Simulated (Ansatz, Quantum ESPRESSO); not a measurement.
# 1T-PbBrI, 1 layer in an electric field, part 4 of 6

Wanted: polarisability and gap of 1T-PbBrI, 1 layer against a perpendicular field.

Quantum ESPRESSO 7.5; plane-wave DFT, PBE, PseudoDojo norm-conserving pseudopotentials; geometry and cross-check by Ansatz 0.2.0 with PAW datasets.

So far. Step 6 (SCF with pw.x: field 0.1 V/Å): The dipole goes from -0.0220 to 0.0293 e Å, 0.5124 e Å per V/Å. Step 7 (Electrostatic potential): The slope in the vacuum is 0.100 eV/Å for an applied 0.10 V/Å, as it should be.

## 8. Ground state: field 0.2 V/Å

f2.in reads:

```
&control
  prefix = 'f2'
  outdir = './out'
  pseudo_dir = './pseudo'
  calculation = 'scf'
  tprnfor = .true.
  tefield = .true.
  dipfield = .true.
/
&system
  ibrav = 0
  nat = 3
  ntyp = 3
  ecutwfc = 62
  ecutrho = 248
  occupations = 'smearing'
  smearing = 'fd'
  degauss = 0.004
  edir = 3
  emaxpos = 0.97
  eopreg = 0.04
  eamp = 0.00388938
/
&electrons
  conv_thr = 1e-09
  mixing_beta = 0.4
  electron_maxstep = 120
  mixing_mode = 'plain'
  startingpot = 'file'
/
ATOMIC_SPECIES
  I   126.9045  I.dojo-sr-pbe-0.4.1-standard.upf
  Pb  207.2000  Pb.dojo-sr-pbe-0.4.1-standard.upf
  Br  79.9040  Br.dojo-sr-pbe-0.4.1-standard.upf
CELL_PARAMETERS angstrom
  4.56583357954598 0.00000000000000 0.00000000000000
  -2.28291678977299 3.95412786933885 0.00000000000000
  0.00000000000000 0.00000000000000 19.48786102940000
ATOMIC_POSITIONS crystal
  I   0.666666666667 0.333333333333 0.410161346018
  Pb  -0.000000000000 -0.000000000000 0.509141284740
  Br  0.333333333333 0.666666666667 0.591286215742
K_POINTS automatic
  6 6 1 0 0 0
```

Launch:

```
cp -r out/f0.save out/f2.save
OMP_NUM_THREADS=1 mpirun -n 4 pw.x -nk 2 -in f2.in > f2.out
```

Output:

```text
[banner, memory and clock lines left out]
Program PWSCF v.7.5 starts
[...]
number of electrons       =        28.00
     number of Kohn-Sham states=           18
     kinetic-energy cutoff     =      62.0000  Ry
     charge density cutoff     =     248.0000  Ry
[...]
number of k points=    20  Fermi-Dirac smearing, width (Ry)=  0.0040
[...]
Dense  grid:   156665 G-vectors     FFT dimensions: (  45,  45, 192)
     The initial density is read from file :
[...]
Starting wfcs are   17 randomized atomic wfcs +    1 random wfcs
[...]
estimated scf accuracy    <       0.02563875 Ry
[...]
estimated scf accuracy    <       0.08416322 Ry
[...]
estimated scf accuracy    <       0.00006822 Ry
[...]
estimated scf accuracy    <       0.00001144 Ry
[...]
estimated scf accuracy    <       0.00000062 Ry
[...]
estimated scf accuracy    <       0.00000009 Ry
[...]
estimated scf accuracy    <       0.00000003 Ry
[...]
estimated scf accuracy    <          2.9E-09 Ry
[...]
Computed dipole along edir(3) :
        Dipole                0.1522 Ry au,          0.3867 Debye
        Dipole field          0.0008 Ry au,
        E field amplitude [Ha a.u.]:  3.8894E-03
        Potential amp.        0.2181 Ry
        Total length         35.3537 bohr
[...]
the Fermi energy is    -2.1411 ev
!    total energy              =    -198.28341971 Ry
     estimated scf accuracy    <          2.3E-10 Ry
     smearing contrib. (-TS)   =      -0.00000000 Ry
     internal energy E=F+TS    =    -198.28341971 Ry
[...]
one-electron contribution =    -591.84801262 Ry
     hartree contribution      =     301.98291026 Ry
     xc contribution           =     -58.23084079 Ry
     ewald contribution        =     149.81358452 Ry
     electric field correction =      -0.00106107 Ry
     convergence has been achieved in   9 iterations
[...]
Total force =     0.003830     Total SCF correction =     0.000027
[...]
```

Wall time 30 s (4 MPI ranks of Arm Neoverse V2, shared host); peak memory 0.52 GiB; 2 min of CPU time.

Read from the output:

```
free energy                          : -2697.7834 eV
Fermi energy                         : -2.141 eV
dipole along the normal              : 0.08051 e·Å
valence top, on the run's zero       : -3.417 eV
conduction bottom, on the run's zero : -0.6962 eV
gap by band count                    : 2.721 eV
```

The dipole goes from -0.0220 to 0.0805 e Å, 0.5125 e Å per V/Å.

## 9. Potential by pp.x

f2.pot.in reads:

```
&inputpp
  prefix = 'f2'
  outdir = './out'
  filplot = 'f2.pot.dat'
  plot_num = 11
/
```

Launch:

```
OMP_NUM_THREADS=1 mpirun -n 4 pp.x -in f2.pot.in > f2.pot.out
```

Elapsed: 0.87 s, on 4 MPI ranks; peak memory 0.13 GiB; 3.1 s of CPU time.

Numbers from this step:

```
slope of the potential above                                          : 0.2000 eV/Å
upper vacuum line continued to the top atoms, over the valence top    : 6.742 eV
slope of the potential below                                          : 0.2000 eV/Å
lower vacuum line continued to the bottom atoms, over the valence top : 6.843 eV
```

The slope in the vacuum is 0.200 eV/Å for an applied 0.20 V/Å, as it should be.

## 10. Band structure: field 0.2 V/Å

f2.bands.in reads:

```
&control
  prefix = 'f2.bands'
  outdir = './out'
  pseudo_dir = './pseudo'
  calculation = 'bands'
  tefield = .true.
  dipfield = .true.
/
&system
  ibrav = 0
  nat = 3
  ntyp = 3
  ecutwfc = 62
  ecutrho = 248
  occupations = 'smearing'
  smearing = 'fd'
  degauss = 0.004
  edir = 3
  emaxpos = 0.97
  eopreg = 0.04
  eamp = 0.00388938
  nbnd = 20
/
&electrons
  conv_thr = 1e-07
  mixing_beta = 0.4
  electron_maxstep = 120
  mixing_mode = 'local-TF'
/
ATOMIC_SPECIES
  I   126.9045  I.dojo-sr-pbe-0.4.1-standard.upf
  Pb  207.2000  Pb.dojo-sr-pbe-0.4.1-standard.upf
  Br  79.9040  Br.dojo-sr-pbe-0.4.1-standard.upf
CELL_PARAMETERS angstrom
  4.56583357954598 0.00000000000000 0.00000000000000
  -2.28291678977299 3.95412786933885 0.00000000000000
  0.00000000000000 0.00000000000000 19.48786102940000
ATOMIC_POSITIONS crystal
  I   0.666666666667 0.333333333333 0.410161346018
  Pb  -0.000000000000 -0.000000000000 0.509141284740
  Br  0.333333333333 0.666666666667 0.591286215742
K_POINTS crystal_b
4
  0.0000000000 0.0000000000 0.0000000000 14
  0.5000000000 0.0000000000 0.0000000000 14
  0.3333333333 0.3333333333 0.0000000000 14
  0.0000000000 0.0000000000 0.0000000000 1
```

Launch:

```
cp -r out/f2.save out/f2.bands.save
cp out/f2.xml out/f2.bands.xml
OMP_NUM_THREADS=1 mpirun -n 4 pw.x -nk 4 -in f2.bands.in > f2.bands.out
```

Output:

```text
[banner, memory and clock lines left out]
Program PWSCF v.7.5 starts
[citation notice left out]

[...]
bravais-lattice index     =            0
     lattice parameter (alat)  =       8.6282  a.u.
     unit-cell volume          =    2374.2780 (a.u.)^3
     number of atoms/cell      =            3
     number of atomic types    =            3
     number of electrons       =        28.00
     number of Kohn-Sham states=           20
     kinetic-energy cutoff     =      62.0000  Ry
     charge density cutoff     =     248.0000  Ry
     Exchange-correlation= PBE
                           (   1   4   3   4   0   0   0)

[...]
PseudoPot. # 1 for I  read from file:
     ./pseudo/I.dojo-sr-pbe-0.4.1-standard.upf
     Pseudo is Norm-conserving + core correction, Zval =  7.0
     Generated using ONCVPSP code by D. R. Hamann
     Using radial grid of 1196 points,  6 beta functions with:
                l(1) =   0
                l(2) =   0
                l(3) =   1
                l(4) =   1
                l(5) =   2
                l(6) =   2

     PseudoPot. # 2 for Pb read from file:
     ./pseudo/Pb.dojo-sr-pbe-0.4.1-standard.upf
     Pseudo is Norm-conserving + core correction, Zval = 14.0
     Generated using ONCVPSP code by D. R. Hamann
     Using radial grid of 1678 points,  6 beta functions with:
                l(1) =   0
                l(2) =   0
                l(3) =   1
                l(4) =   1
                l(5) =   2
                l(6) =   2

     PseudoPot. # 3 for Br read from file:
     ./pseudo/Br.dojo-sr-pbe-0.4.1-standard.upf
     Pseudo is Norm-conserving + core correction, Zval =  7.0
     Generated using ONCVPSP code by D. R. Hamann
     Using radial grid of 1098 points,  6 beta functions with:
                l(1) =   0
                l(2) =   0
                l(3) =   1
                l(4) =   1
                l(5) =   2
                l(6) =   2

     atomic species   valence    mass     pseudopotential
     I                 7.00   126.90450     I ( 1.00)
     Pb               14.00   207.20000     Pb( 1.00)
     Br                7.00    79.90400     Br( 1.00)

     No symmetry found

[...]
number of k points=    43  Fermi-Dirac smearing, width (Ry)=  0.0040
[...]
Dense  grid:   156665 G-vectors     FFT dimensions: (  45,  45, 192)

     The potential is recalculated from file :
     ./out/f2.bands.save/charge-density

     Adding external electric field

     Computed dipole along edir(3) :
        Dipole                0.1522 Ry au,          0.3867 Debye
        Dipole field          0.0008 Ry au,

        E field amplitude [Ha a.u.]:  3.8894E-03
        Potential amp.        0.2181 Ry
        Total length         35.3537 bohr

     Starting wfcs are   17 randomized atomic wfcs +    3 random wfcs

     Band Structure Calculation
     Davidson diagonalization with overlap

     ethr =  3.57E-10,  avg # of iterations = 49.5

     End of band structure calculation

          k = 0.0000 0.0000 0.0000 ( 19581 PWs)   bands (ev):

   -19.1100 -19.1083 -19.1083 -19.0952 -19.0952 -16.7653 -14.6440  -9.8386
    -4.5338  -4.5338  -4.2852  -3.7861  -3.7527  -3.7527  -0.6962   0.4960
     0.4960   2.2166   3.1876   3.3856

          k = 0.0357 0.0206 0.0000 ( 19595 PWs)   bands (ev):

   -19.1104 -19.1085 -19.1082 -19.0953 -19.0951 -16.7624 -14.6399  -9.8435
    -4.5692  -4.5426  -4.2837  -3.8564  -3.7558  -3.6906  -0.6579   0.4789
     0.5082   2.2351   3.2193   3.3925

[...]
```

Wall time 45 s (4 MPI ranks); peak memory 0.51 GiB.

Read from the output:

```
valence top, on the run's zero : -3.413 eV
gap by band count              : 2.716 eV
```

Band numbers count within the set of bands kept for display. Electronic bands along the path, in eV, zero at the highest filled level of the SCF mesh; v1 is the highest filled band, c1 the lowest empty one:

| point | v4 | v3 | v2 | v1 | c1 | c2 | c3 | c4 |
| --- | --- | --- | --- | --- | --- | --- | --- | --- |
| Γ | -0.87 | -0.37 | -0.34 | -0.34 | 2.72 | 3.91 | 3.91 | 5.63 |
| halfway | -1.28 | -0.77 | -0.46 | -0.06 | 3.31 | 4.29 | 4.32 | 6.22 |
| M | -1.54 | -0.71 | -0.57 | -0.43 | 3.51 | 4.56 | 4.71 | 6.39 |
| halfway | -1.65 | -0.78 | -0.70 | -0.14 | 3.94 | 4.40 | 4.74 | 6.81 |
| K | -1.94 | -0.82 | -0.71 | -0.02 | 4.13 | 4.50 | 4.76 | 7.61 |
| halfway | -1.20 | -0.81 | -0.59 | 0.00 | 3.67 | 4.04 | 4.49 | 6.43 |
| Γ | -0.87 | -0.37 | -0.34 | -0.34 | 2.72 | 3.91 | 3.91 | 5.63 |

Upper empty bands that drop with the field can be states of the vacuum, held by the sawtooth; they depend on the cell's width.

Along this path the valence top lies between K and Γ and the conduction bottom at Γ.

## 11. Self-consistent run: field -0.2 V/Å

f3.in, as its differences from the input of step 8:

```diff
@@ -1,3 +1,3 @@
 &control
-  prefix = 'f2'
+  prefix = 'f3'
   outdir = './out'
@@ -21,3 +21,3 @@
   eopreg = 0.04
-  eamp = 0.00388938
+  eamp = -0.00388938
 /
```

Launch:

```
cp -r out/f0.save out/f3.save
OMP_NUM_THREADS=1 mpirun -n 4 pw.x -nk 2 -in f3.in > f3.out
```

Output:

```text
[banner, memory and clock lines left out]
Program PWSCF v.7.5 starts
[...]
number of electrons       =        28.00
     number of Kohn-Sham states=           18
     kinetic-energy cutoff     =      62.0000  Ry
     charge density cutoff     =     248.0000  Ry
[...]
number of k points=    20  Fermi-Dirac smearing, width (Ry)=  0.0040
[...]
Dense  grid:   156665 G-vectors     FFT dimensions: (  45,  45, 192)
     The initial density is read from file :
[...]
Starting wfcs are   17 randomized atomic wfcs +    1 random wfcs
[...]
estimated scf accuracy    <       0.02717970 Ry
[...]
estimated scf accuracy    <       0.08458099 Ry
[...]
estimated scf accuracy    <       0.00010524 Ry
[...]
estimated scf accuracy    <       0.00000626 Ry
[...]
estimated scf accuracy    <       0.00000085 Ry
[...]
estimated scf accuracy    <       0.00000010 Ry
[...]
estimated scf accuracy    <       0.00000002 Ry
[...]
estimated scf accuracy    <          2.1E-09 Ry
[...]
Computed dipole along edir(3) :
        Dipole               -0.2350 Ry au,         -0.5972 Debye
        Dipole field         -0.0012 Ry au,
        E field amplitude [Ha a.u.]: -3.8894E-03
        Potential amp.       -0.1871 Ry
        Total length         35.3537 bohr
[...]
the Fermi energy is    -2.0570 ev
!    total energy              =    -198.28406514 Ry
     estimated scf accuracy    <          2.7E-10 Ry
     smearing contrib. (-TS)   =      -0.00000000 Ry
     internal energy E=F+TS    =    -198.28406514 Ry
[...]
one-electron contribution =    -591.97287695 Ry
     hartree contribution      =     302.10847781 Ry
     xc contribution           =     -58.23171497 Ry
     ewald contribution        =     149.81358452 Ry
     electric field correction =      -0.00153554 Ry
     convergence has been achieved in   9 iterations
[...]
Total force =     0.004540     Total SCF correction =     0.000046
[...]
```

Run time: 30 s. Hardware: 4 MPI ranks; peak memory 0.52 GiB.

This step gave:

- free energy: -2697.7921 eV
- Fermi energy: -2.057 eV
- dipole along the normal: -0.1243 e·Å
- valence top, on the run's zero: -3.423 eV
- conduction bottom, on the run's zero: -0.7217 eV
- gap by band count: 2.702 eV

The dipole goes from -0.0220 to -0.1243 e Å, 0.5117 e Å per V/Å.

## 12. Potential by pp.x

f3.pot.in reads:

```
&inputpp
  prefix = 'f3'
  outdir = './out'
  filplot = 'f3.pot.dat'
  plot_num = 11
/
```

Launch:

```
OMP_NUM_THREADS=1 mpirun -n 4 pp.x -in f3.pot.in > f3.pot.out
```

Elapsed: 0.86 s, on 4 MPI ranks; peak memory 0.13 GiB.

Read from the output:

```
slope of the potential above                                          : -0.2000 eV/Å
upper vacuum line continued to the top atoms, over the valence top    : 6.992 eV
slope of the potential below                                          : -0.2000 eV/Å
lower vacuum line continued to the bottom atoms, over the valence top : 6.451 eV
```

The slope in the vacuum is -0.200 eV/Å for an applied -0.20 V/Å, as it should be.

Each curve counts from the valence top of its own run.

The potential energy (potential at 0 V/Å) oscillates, so the rows of the table below give means over windows of 1 Å about each position, cut where the curve ends. Its maxima inside the range that stand out by 2 % of the span (Å: eV): 8.9: 0.603, 10.8: -0.622. Its minima: 8.0: -5.41, 9.9: -5.31, 11.5: -4.75.

The runs together. Table of potential energy by z; means over each step:

| z (Å) | potential at 0 V/Å (eV) | potential at 0.1 V/Å (eV) | potential at 0.2 V/Å (eV) | potential at -0.2 V/Å (eV) |
| --- | --- | --- | --- | --- |
| 0 | 6.66 | 6.05 | 5.45 | 7.87 |
| 1 | 6.65 | 6.04 | 5.44 | 7.85 |
| 2 | 6.65 | 6.14 | 5.64 | 7.65 |
| 3 | 6.65 | 6.24 | 5.84 | 7.45 |
| 4 | 6.65 | 6.34 | 6.04 | 7.25 |
| 5 | 6.64 | 6.44 | 6.23 | 7.04 |
| 6 | 6.47 | 6.37 | 6.26 | 6.69 |
| 7 | 3.67 | 3.63 | 3.59 | 3.75 |
| 8 | -3.98 | -4.00 | -4.01 | -3.96 |
| 9 | -0.656 | -0.663 | -0.669 | -0.646 |
| 10 | -4.17 | -4.17 | -4.16 | -4.19 |
| 11 | -2.21 | -2.20 | -2.18 | -2.25 |
| 12 | 0.353 | 0.392 | 0.430 | 0.275 |
| 13 | 6.41 | 6.50 | 6.60 | 6.22 |
| 14 | 6.85 | 7.03 | 7.22 | 6.47 |
| 15 | 6.86 | 7.15 | 7.44 | 6.30 |
| 16 | 6.87 | 7.25 | 7.64 | 6.10 |
| 17 | 6.87 | 7.35 | 7.84 | 5.90 |
| 18 | 6.87 | 7.45 | 8.04 | 5.70 |
| 19 | 6.83 | 7.26 | 7.70 | 5.96 |

## 13. Bands along a path: field -0.2 V/Å

f3.bands.in, as its differences from the input of step 10:

```diff
@@ -1,3 +1,3 @@
 &control
-  prefix = 'f2.bands'
+  prefix = 'f3.bands'
   outdir = './out'
@@ -20,3 +20,3 @@
   eopreg = 0.04
-  eamp = 0.00388938
+  eamp = -0.00388938
   nbnd = 20
```

Launch:

```
cp -r out/f3.save out/f3.bands.save
cp out/f3.xml out/f3.bands.xml
OMP_NUM_THREADS=1 mpirun -n 4 pw.x -nk 4 -in f3.bands.in > f3.bands.out
```

Output:

```text
[banner, memory and clock lines left out]
Program PWSCF v.7.5 starts
[citation notice left out]

[...]
bravais-lattice index     =            0
     lattice parameter (alat)  =       8.6282  a.u.
     unit-cell volume          =    2374.2780 (a.u.)^3
     number of atoms/cell      =            3
     number of atomic types    =            3
     number of electrons       =        28.00
     number of Kohn-Sham states=           20
     kinetic-energy cutoff     =      62.0000  Ry
     charge density cutoff     =     248.0000  Ry
     Exchange-correlation= PBE
                           (   1   4   3   4   0   0   0)

[...]
PseudoPot. # 1 for I  read from file:
     ./pseudo/I.dojo-sr-pbe-0.4.1-standard.upf
     Pseudo is Norm-conserving + core correction, Zval =  7.0
     Generated using ONCVPSP code by D. R. Hamann
     Using radial grid of 1196 points,  6 beta functions with:
                l(1) =   0
                l(2) =   0
                l(3) =   1
                l(4) =   1
                l(5) =   2
                l(6) =   2

     PseudoPot. # 2 for Pb read from file:
     ./pseudo/Pb.dojo-sr-pbe-0.4.1-standard.upf
     Pseudo is Norm-conserving + core correction, Zval = 14.0
     Generated using ONCVPSP code by D. R. Hamann
     Using radial grid of 1678 points,  6 beta functions with:
                l(1) =   0
                l(2) =   0
                l(3) =   1
                l(4) =   1
                l(5) =   2
                l(6) =   2

     PseudoPot. # 3 for Br read from file:
     ./pseudo/Br.dojo-sr-pbe-0.4.1-standard.upf
     Pseudo is Norm-conserving + core correction, Zval =  7.0
     Generated using ONCVPSP code by D. R. Hamann
     Using radial grid of 1098 points,  6 beta functions with:
                l(1) =   0
                l(2) =   0
                l(3) =   1
                l(4) =   1
                l(5) =   2
                l(6) =   2

     atomic species   valence    mass     pseudopotential
     I                 7.00   126.90450     I ( 1.00)
     Pb               14.00   207.20000     Pb( 1.00)
     Br                7.00    79.90400     Br( 1.00)

     No symmetry found

[...]
number of k points=    43  Fermi-Dirac smearing, width (Ry)=  0.0040
[...]
Dense  grid:   156665 G-vectors     FFT dimensions: (  45,  45, 192)

     The potential is recalculated from file :
     ./out/f3.bands.save/charge-density

     Adding external electric field

     Computed dipole along edir(3) :
        Dipole               -0.2350 Ry au,         -0.5972 Debye
        Dipole field         -0.0012 Ry au,

        E field amplitude [Ha a.u.]: -3.8894E-03
        Potential amp.       -0.1871 Ry
        Total length         35.3537 bohr

     Starting wfcs are   17 randomized atomic wfcs +    3 random wfcs

     Band Structure Calculation
     Davidson diagonalization with overlap

     ethr =  3.57E-10,  avg # of iterations = 52.4

     End of band structure calculation

          k = 0.0000 0.0000 0.0000 ( 19581 PWs)   bands (ev):

   -19.1302 -19.1288 -19.1288 -19.1156 -19.1156 -16.8683 -14.6001  -9.8591
    -4.6371  -4.6371  -4.3743  -3.7567  -3.7063  -3.7063  -0.7217   0.4719
     0.4719   2.3937   3.1058   3.4601

          k = 0.0357 0.0206 0.0000 ( 19595 PWs)   bands (ev):

   -19.1307 -19.1289 -19.1287 -19.1157 -19.1155 -16.8654 -14.5959  -9.8640
    -4.6717  -4.6453  -4.3699  -3.8166  -3.7102  -3.6584  -0.6839   0.4559
     0.4841   2.4140   3.1268   3.4752

[...]
```

Wall time 47 s (4 MPI ranks); peak memory 0.51 GiB.

This step gave:

| Quantity | Value |
| --- | --- |
| valence top, on the run's zero | -3.417 eV |
| gap by band count | 2.695 eV |

Band numbers count within the set of bands kept for display. The electronic bands at the labelled points (eV, zero at the highest filled level of the SCF mesh; v1 is the highest filled band, c1 the lowest empty one):

| point | v4 | v3 | v2 | v1 | c1 | c2 | c3 | c4 |
| --- | --- | --- | --- | --- | --- | --- | --- | --- |
| Γ | -0.95 | -0.33 | -0.28 | -0.28 | 2.70 | 3.90 | 3.90 | 5.82 |
| halfway | -1.31 | -0.78 | -0.42 | -0.06 | 3.28 | 4.29 | 4.30 | 6.41 |
| M | -1.58 | -0.71 | -0.55 | -0.44 | 3.50 | 4.54 | 4.71 | 6.41 |
| halfway | -1.70 | -0.79 | -0.68 | -0.15 | 3.92 | 4.39 | 4.73 | 6.84 |
| K | -1.97 | -0.86 | -0.68 | -0.03 | 4.12 | 4.49 | 4.74 | 7.74 |
| halfway | -1.27 | -0.79 | -0.58 | 0.00 | 3.63 | 4.05 | 4.48 | 6.62 |
| Γ | -0.95 | -0.33 | -0.28 | -0.28 | 2.70 | 3.90 | 3.90 | 5.82 |

Upper empty bands that drop with the field can be states of the vacuum, held by the sawtooth; they depend on the cell's width.

Along this path the valence top lies between K and Γ and the conduction bottom at Γ.

(Continued in part 5 of 6.)

[Logs are printed without paths, hosts, clocks, repeated set-up lines and the standing remarks that a program may print on its own settings, such as how far it seeks lower states.]

[Hosts, paths, dates, database ids (printed as entryN), source tags and the programs' standing remarks are cut or masked in the printed files.]

[Maps of the electrostatic potential energy from Ansatz leave out the sawtooth potential of an applied field or a dipole correction, so their vacuum need not be flat; planar profiles and work functions include it.]
